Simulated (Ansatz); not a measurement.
# YAlSe3 (model cell, started as cubic perovskite with Al in the octahedra): from the cell to its phonons, part 2 of 3

How does YAlSe3 (model cell, started as cubic perovskite with Al in the octahedra) vibrate, and is this structure a minimum?

Ansatz 0.2.0; DFT PBEsol, scalar-relativistic, plane waves, PAW; PAW set soft_1.

So far: The structure; Bringing the structure to rest. The relaxed cell has a = 4.833 Å (conventional setting).

The structure was built from a prototype and need not be the compound's stable phase.

## (3) Tight relaxation

Phonons need a cell at rest on their own settings, so the relaxation is repeated with tight tolerances on forces and stress, using the mesh and the filling of the phonon run that follows.

File input.yaml:

```yaml
crystal:
  lattice:
    - [4.8330682366, 0.0, 0.0]
    - [0.0, 4.8330682366, 0.0]
    - [0.0, 0.0, 4.8330682366]
  atoms:
    - { symbol: "Y", position: [0.0, 0.0, 0.0] }
    - { symbol: Al, position: [0.5, 0.5, 0.5] }
    - { symbol: Se, position: [0.5, 0.5, 0.0] }
    - { symbol: Se, position: [0.5, 0.0, 0.5] }
    - { symbol: Se, position: [0.0, 0.5, 0.5] }
kpoints:
  mp_grid: { grid: [8, 8, 8] }
hamiltonian:
  xc: pbesol
  pseudopotentials: { kind: paw, azcp: { folder: soft_1 }, xc_functional: pbe }
scf:
  occupations: { method: methfessel_paxton, width: 0.2 }
output:
  forces: true
  stress: true
  eigenvalues: true
  write_density: true
  write_potential: true
  elf: true
  volumetric_format: npy
relax:
  adjacent_minimum: "off"
  f_tol: 0.001
  max_steps: 60
  cell: { stress_tol: 0.01 }
```

Command:

```sh
> ansatz run input.yaml --threads 4 --pin off --max-ram 16384MiB --backend cpu --events-out ev --progress --plain --runs-dir out
```

Numbers of over 12 decimals in the logs are rounded to 6 here.

The program printed:

```text
[...]
Crystal: 5 atoms, lattice volume = 112.893 Å³
Basis set: ecut = 420 eV, 2205 PW (Γ), exchange–correlation on 72×72×72 points (8 copies of the dense FFT grid, shifted against one another)
Bands: 38, of which v1, the nominal top of the filled ones, is band 31 counted from 1 (30 counted from 0)
Symmetry: 48 space group operations
[...]
k-points: 35 of 512
[...]
--- Relaxed structure (2 steps of the walk, 2 accepted, 1 SCFs on fresh bases) ---
[...]
cell:  # Å, volume = 112.8418 Å³
    - [4.832330, 0, 0.0]
    - [0, 4.832330, 0]
    - [0.0, 0, 4.832330]
  atoms:
    - { symbol: Y, position: [0, 0, 0] }
    - { symbol: Al, position: [0.5, 0.5, 0.5] }
    - { symbol: Se, position: [0.5, 0.5, 0] }
    - { symbol: Se, position: [0.5, 0, 0.5] }
    - { symbol: Se, position: [0, 0.5, 0.5] }
[key lines of the parts left out:]
SCF converged after 7 iterations
Free energy (F): -20596.421356 eV
Fermi energy:    9.500456 eV
P = ⅓ Tr σ = 0.0009 GPa (0.009 kbar)
```

Elapsed: 8.4 s, on 4 threads of Arm Neoverse V1, shared host; peak memory 0.52 GiB; 32 s of CPU time.

Little changed from the start: no atom moved by 0.005 Å and no cell edge by 0.1 %.

Numbers from this step:

* pressure: 8.51e-4 GPa
* volume per atom: 22.57 Å³

Valence density in the ac plane at fractional y = 0.500, with atoms of Al and Se within 0.2 Å of it. It is the smooth field of the valence electrons, not physical close to the nuclei.

Ten steps, logarithmic in the rise over the least value, from '0' (0 e/Å³) to '9' (40 e/Å³), each cell a mean:
```
00001378521000
00001234310000
00000122110000
11000011100001
22100000000112
74210000001135
96311000001248
86211000001237
43110000000123
11100011000011
00000111100000
00001123210000
00001366421000
00001489721000
```
Columns run along a (4.8 Å), rows up along c (4.8 Å). Atoms in or near the plane, at fractional coordinates: Al at (0.50, 0.50), Se at (0.50, 0.00), Se at (0.00, 0.50).

Electrostatic potential energy in the ac plane at fractional y = 0.500, with atoms of Al and Se within 0.2 Å of it. With pseudopotentials it is smooth inside the atoms' cores, unlike the true potential.

Values in eV, 14 rows by 14 columns, each cell a mean:
```
13 13 13 11  1 -7  9 14  1 -7  7 12 13 13
13 13 13 12  7 -5 -7 -6 -8  0 10 12 13 13
12 12 13 12 10  5 -1 -2  1  8 11 13 12 12
 6  8 11 11 10  7  4  3  5  9 11 11 10  7
-8 -5  4  9  7  0 -6 -7 -4  4  9  8  0 -7
 7 -5 -5  5  2 -7  0  4 -5 -4  5  1 -8  1
19  5 -8  2 -1 -6 12 18  4 -7  3 -2 -6 14
15  0 -7  3  0 -7  6 12  0 -6  4 -1 -7  9
-6 -8  0  7  5 -4 -7 -6 -7  0  7  5 -5 -7
-1  4  9 11  9  5  0 -1  2  7 10 10  7  1
10 11 12 12 11  7  3  2  5  9 11 12 12 11
13 13 13 12  9  0 -7 -8 -5  4 11 13 13 13
13 13 13 11  4 -8  0  5 -5 -5  8 12 13 13
13 13 13 10 -1 -6 15 19  7 -8  6 12 13 13
```
Columns run along a (4.8 Å; values clipped at the 3rd and 97th percentile), rows up along c (4.8 Å). Atoms in or near the plane, at fractional coordinates: Al at (0.50, 0.50), Se at (0.50, 0.00), Se at (0.00, 0.50).

ELF in the ac plane at fractional y = 0.500, with atoms of Al and Se within 0.2 Å of it. It is the smooth field of the valence electrons, not physical close to the nuclei.

Values, 14 rows by 14 columns, each cell a mean:
```
0.06 0.09 0.25 0.59 0.76 0.70 0.38 0.26 0.53 0.76 0.72 0.44 0.15 0.07
0.18 0.13 0.15 0.37 0.66 0.76 0.71 0.68 0.74 0.74 0.55 0.24 0.12 0.15
0.50 0.36 0.18 0.18 0.43 0.70 0.80 0.81 0.77 0.60 0.29 0.15 0.24 0.44
0.75 0.66 0.43 0.22 0.25 0.52 0.74 0.79 0.67 0.38 0.20 0.29 0.55 0.72
0.76 0.76 0.69 0.50 0.32 0.34 0.46 0.51 0.41 0.31 0.38 0.60 0.74 0.76
0.43 0.64 0.77 0.74 0.59 0.23 0.07 0.05 0.10 0.41 0.67 0.77 0.74 0.53
0.13 0.46 0.77 0.82 0.74 0.25 0.07 0.16 0.05 0.51 0.79 0.81 0.68 0.26
0.25 0.54 0.78 0.79 0.67 0.24 0.05 0.07 0.07 0.46 0.74 0.80 0.71 0.38
0.66 0.73 0.75 0.63 0.44 0.27 0.24 0.25 0.23 0.34 0.52 0.70 0.76 0.70
0.78 0.73 0.57 0.32 0.24 0.44 0.67 0.74 0.59 0.32 0.25 0.43 0.66 0.76
0.64 0.50 0.27 0.16 0.32 0.63 0.79 0.82 0.74 0.50 0.22 0.18 0.37 0.59
0.30 0.20 0.14 0.27 0.57 0.75 0.78 0.77 0.77 0.69 0.43 0.18 0.15 0.25
0.09 0.10 0.20 0.50 0.73 0.73 0.54 0.46 0.64 0.76 0.66 0.36 0.13 0.09
0.05 0.09 0.30 0.64 0.78 0.66 0.25 0.13 0.43 0.76 0.75 0.50 0.18 0.06
```
Columns run along a (4.8 Å), rows up along c (4.8 Å). Atoms in or near the plane, at fractional coordinates: Al at (0.50, 0.50), Se at (0.50, 0.00), Se at (0.00, 0.50).

The forces vanish by symmetry and the pressure is 0.001 GPa, within the tolerances set. The cell now holds 22.57 Å³/atom.

## (4) Linear response at the zone centre

The zone centre comes first: it holds the modes that light can see, as far as symmetry allows. No field response is asked, since the mesh shows no gap.

input.yaml, the sections that differ from step 3:

```yaml
crystal:
  lattice:
    - [4.8323304856, 0.0, 0.0]
    - [0.0, 4.8323304856, 0.0]
    - [0.0, 0.0, 4.8323304856]
  atoms:
    - { symbol: "Y", position: [0.0, 0.0, 0.0] }
    - { symbol: Al, position: [0.5, 0.5, 0.5] }
    - { symbol: Se, position: [0.5, 0.5, 0.0] }
    - { symbol: Se, position: [0.5, 0.0, 0.5] }
    - { symbol: Se, position: [0.0, 0.5, 0.5] }
output:
  eigenvalues: true
phonons:
  method: dfpt
# kpoints, hamiltonian, scf: as in step 3
# relax: removed
```

The program printed:

```text
zone centre: on kpoints.mp_grid the ground state, and the responses unless they are solved on pairs of k-points, stand on 125 of the mesh's 512 k-points, reduced under 8 symmetry operations, with k and −k counted as one. Each operation leaves every solved displacement unchanged or reverses it
[...]
Crystal: 5 atoms, lattice volume = 112.842 Å³
Basis set: ecut = 420 eV, 2205 PW (Γ), exchange–correlation on 72×72×72 points (8 copies of the dense FFT grid, shifted against one another)
Bands: 38, of which v1, the nominal top of the filled ones, is band 31 counted from 1 (30 counted from 0)
Symmetry: 48 space group operations
k-points: 125 of 512 (irreducible under 8 space group operations)
[...]
SCF iter   1: F=—  HF=-20596.788775 eV  |F-HF|=—  |Δ(HF+E_count)|=         —  Δρ=3.10e-2  dr2=1.36e0  ethr=3.10e-3  ⟨swp⟩=6.0  Hψ=18521  notcnv=0
[...]
SCF iter  10: F=-20596.421356 eV  HF=-20596.421356 eV  |F-HF|=1.09e-11  |Δ(HF+E_count)|=  4.73e-11  S|Δr|=    0.00e0  Δρ=8.61e-8  dr2=8.46e-12  ethr=1.00e-12  ⟨swp⟩=9.1  Hψ=25393  notcnv=0
the search or the solves at the SCF's close seem to have found levels that the self-consistency loop had missed (the run counts 6). By its estimate they hold under 1e-12 electrons; where the run keeps them, the occupations were computed again with them
SCF 1 converged in 10 iterations: F = -20596.421356 eV  dr2 = 8.46e-12
[...]
DFPT response loops at Γ: preconditioner auto → Kerker (q_TF=auto, 2.469 Å⁻¹) (partly filled bands, converged f_vac=0.000); β = 1.00, the filter's whole step (`scf.mixing.beta` (0.50) is not read by the response loops under this deck's `scf.mixing.preconditioner`; to damp them name `kerker` or `kerker_dos`, under which they read `scf.mixing.beta`, and type it under 1.00, their step now; both keys bind the ground state too); Broyden in place of MSR1
SCF converged after 10 iterations
[...]
Free energy (F): -20596.421356 eV
[...]
Internal energy: -20596.422449 eV  (E = F + TS)
E sigma→0 (E₀):  -20596.421629 eV
Entropy (-TS):   0.001093 eV (0.219 meV/atom)
Fermi energy:    9.500456 eV
[...]
--- Band table (eV; the first three rows and the last of 125) ---
  k-point 0: bands = [... 27 lower, 8.1021, 8.1496, 8.7361, 8.7361, 8.7361, 10.0625, 10.0625, 10.4406, ... 3 higher]
  k-point 1: bands = [... 27 lower, 7.8777, 8.0854, 8.5992, 8.6103, 8.6103, 10.1920, 10.4775, 10.5227, ... 3 higher]
  k-point 2: bands = [... 27 lower, 7.4272, 7.4272, 8.3687, 8.3687, 9.4111, 10.5222, 10.5726, 11.3724, ... 3 higher]
  k-point 124: bands = [... 27 lower, 8.1871, 9.8958, 9.8958, 9.8958, 10.1610, 11.0432, 11.0432, 11.0432, ... 3 higher]
--- Phonons (Γ-DFPT): 4 representative perturbations + reference, on 125 of 512 k-points (Σ response iterations 12) ---
  k mesh reduced under 8 symmetry operations, with k and −k counted as one. Each operation leaves every solved displacement unchanged or reverses it
  ASR residual: 4.785e-5 → 0.000e0 eV/Å²; symmetrization residual: 6.900e-6 eV/Å²
  ASR residual per site (eV/Å²): 4.78e-5 2.22e-5 2.27e-5 2.27e-5 2.27e-5
  Γ frequencies (cm⁻¹): -126.39 -126.39 -126.39 -106.95 -106.95 -106.95 0.00 0.00 0.00 56.31 56.31 56.31 345.89 345.89 345.89
  non-analytic LO–TO correction: not included (Born effective charges unavailable; polar crystals: no LO–TO splitting at Γ)
```

It took 77 s on 4 threads; peak memory 1.9 GiB.

Numbers from this step:

```
sum-rule residual before enforcement                    : 4.78e-5 eV/Å²
point group                                             : m-3m
highest optical mode at the zone centre (no LO-TO term) : 345.9 cm⁻¹
lowest optical zone-centre mode                         : -126.4 cm⁻¹
```

Patterns of degenerate modes are one choice out of their space. The modes at Γ (shares of kinetic energy by element, %) (negative means imaginary):

| mode | frequency (cm⁻¹) | symmetry | Y % | Al % | Se % |
| --- | --- | --- | --- | --- | --- |
| 1 | -126.4 | T1u | 62 | 1 | 37 |
| 2 | -126.4 | T1u | 62 | 1 | 37 |
| 3 | -126.4 | T1u | 62 | 1 | 37 |
| 4 | -107.0 | T2u | 0 | 0 | 100 |
| 5 | -107.0 | T2u | 0 | 0 | 100 |
| 6 | -107.0 | T2u | 0 | 0 | 100 |
| 7 | 0.0 | acoustic | 25 | 8 | 67 |
| 8 | 0.0 | acoustic | 25 | 8 | 67 |
| 9 | 0.0 | acoustic | 25 | 8 | 67 |
| 10 | 56.3 | T1u | 12 | 31 | 56 |
| 11 | 56.3 | T1u | 12 | 31 | 56 |
| 12 | 56.3 | T1u | 12 | 31 | 56 |
| 13 | 345.9 | T1u | 0 | 60 | 40 |
| 14 | 345.9 | T1u | 0 | 60 | 40 |
| 15 | 345.9 | T1u | 0 | 60 | 40 |

Displacements in mode 1 (-126.4 cm⁻¹), the largest set to 1:
```
Y1   0.02  0.11  1.00
Al2  0.00  0.02  0.17
Se3 -0.01 -0.07 -0.03
Se4 -0.01  0.00 -0.58
Se5  0.00 -0.07 -0.58
```

Displacements in mode 14 (345.9 cm⁻¹), the largest set to 1:
```
Y1   0.00  0.00  0.00
Al2  0.00  0.34  1.00
Se3  0.00  0.02 -0.46
Se4  0.00 -0.16  0.06
Se5  0.00  0.02  0.06
```

Before it was imposed, the acoustic sum rule was missed by 4.8e-5 eV/Å². Small misses are needed for a sound result but don't prove that mesh and cutoff are converged. The lowest optical mode is imaginary, 126.4i cm⁻¹, so the energy falls along it.

[end of part 2 of 3]

[Logs are printed without paths, hosts, clocks, repeated set-up lines and the standing remarks that a program may print on its own settings, such as how far it seeks lower states.]

[Hosts, paths, dates, database ids (printed as entryN), source tags and the programs' standing remarks are cut or masked in the printed files.]
